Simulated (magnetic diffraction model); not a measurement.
## Which magnetic order? FeBiS4

Space group Cm (no. 8), a = 11.6097 Å, b = 8.5590 Å, c = 7.7780 Å, β = 132.00°.

```csv
site,atom,x,y,z
2a,Bi,0.5024,1/2,0.9917
2a,Bi,0.0006,1/2,0.7426
2a,Fe,0.9932,0,0.4952
2a,Fe,0.5091,0,0.2775
2a,S,0.7038,1/2,0.9632
4b,S,0.9910,0.7064,0.4982
2a,S,0.7934,0,0.5420
2a,S,0.6968,1/2,0.4452
4b,S,0.0037,0.6990,0.9985
2a,S,0.7933,0,0.0384
```

The compound is invented for this exercise: a known structure type with other elements, its cell scaled to their sizes and not relaxed.

Only Fe is taken to order (form factors of Fe3+); orders and moment sizes are assumed, and not adapted to the symmetry. Radiation: neutrons of λ = 1.594 Å, 8° to 30°; isotropic B of 0.57 Å² (Bi), 0.66 Å² (Fe) and 0.84 Å² (S). Simulated constant-wavelength pattern: nuclear and magnetic terms add, the magnetic one as |2.695 fm × Σ f S⊥ exp(2πi Q·r) exp(−B s²)|², summed over all Q at one angle with the factor 1/(sin²θ cos θ). For collinear order S is the moment m, which repeats by lattice and centring translations R with the sign exp(−2πi k·R). Free-ion form factors, Sears's scattering lengths of 1992, no absorption; a label names one of the reflections at its angle. The strongest nuclear line in the range is 100, and lines under 0.2 are left out.

Above the ordering temperature:

```csv
2θ (°),index,I
15.07,(1 1 0),0.2
15.85,(0 0 1),1.1
15.87,(2 0 -1),0.6
15.92,(1 1 -1),0.6
21.29,(2 0 0),100.0
21.47,(0 2 0),99.5
23.65,(2 0 -2),0.3
26.71,(3 1 -1),0.5
26.80,(0 2 1),0.6
26.81,(2 2 -1),0.2
28.16,(1 1 -2),70.1
28.18,(3 1 -2),66.4
```

Below it (cell unchanged):

```tsv
2θ (°)	I
15.07	0.5
15.85	45.9
15.87	1.0
15.92	50.5
21.29	116.7
21.47	136.4
23.65	0.4
26.69	13.8
26.71	5.3
26.80	26.0
26.81	14.0
28.16	103.4
28.18	76.9
```

**Question.** Find the propagation vector, then choose among these models:
A. collinear moments along [010], 4.8 μB on Fe; signs + at (0.9932, 0, 0.4952), − at (0.5091, 0, 0.2775)
B. collinear moments along [100], 4.8 μB on Fe; signs + at (0.9932, 0, 0.4952), + at (0.5091, 0, 0.2775)
C. collinear moments along [010], 4.8 μB on Fe; signs + at (0.9932, 0, 0.4952), + at (0.5091, 0, 0.2775)
D. collinear moments along [100], 4.8 μB on Fe; signs + at (0.9932, 0, 0.4952), − at (0.5091, 0, 0.2775)

No line moves, and magnetic intensity falls on nuclear lines such as the one at 15.92°, so the magnetic cell equals the chemical primitive cell: k = 0.

Magnetic intensity, observed (below minus above) and for each model:

| 2θ (°) | index | observed | A | B | C | D |
| --- | --- | --- | --- | --- | --- | --- |
| 15.07 | (1 1 0) | 0.3 | 82.4 | 0.3 | 0.2 | 120.6 |
| 15.87 | (2 0 -1) | 0.4 | 37.0 | 0.4 | 37.3 | 0.4 |
| 15.92 | (1 1 -1) | 49.9 | 44.6 | 49.9 | 36.3 | 61.4 |
| 21.29 | (2 0 0) | 16.7 | 0.4 | 16.7 | 37.3 | 0.2 |
| 21.47 | (0 2 0) | 36.9 | <0.2 | 36.9 | <0.2 | <0.2 |
| 23.65 | (2 0 -2) | 0.2 | 28.8 | 0.2 | 0.3 | 15.9 |
| 28.16 | (1 1 -2) | 33.3 | 0.7 | 33.3 | 30.9 | 0.8 |
| 28.18 | (3 1 -2) | 10.5 | 0.1 | 10.5 | 31.5 | <0.2 |

Model B matches.

The structure used: k = (0 0 0), collinear moments along [100], 4.8 μB on Fe; signs + at (0.9932, 0, 0.4952), + at (0.5091, 0, 0.2775).

[Logs are printed without paths, hosts, clocks, repeated set-up lines and the standing remarks that a program may print on its own settings, such as how far it seeks lower states.]
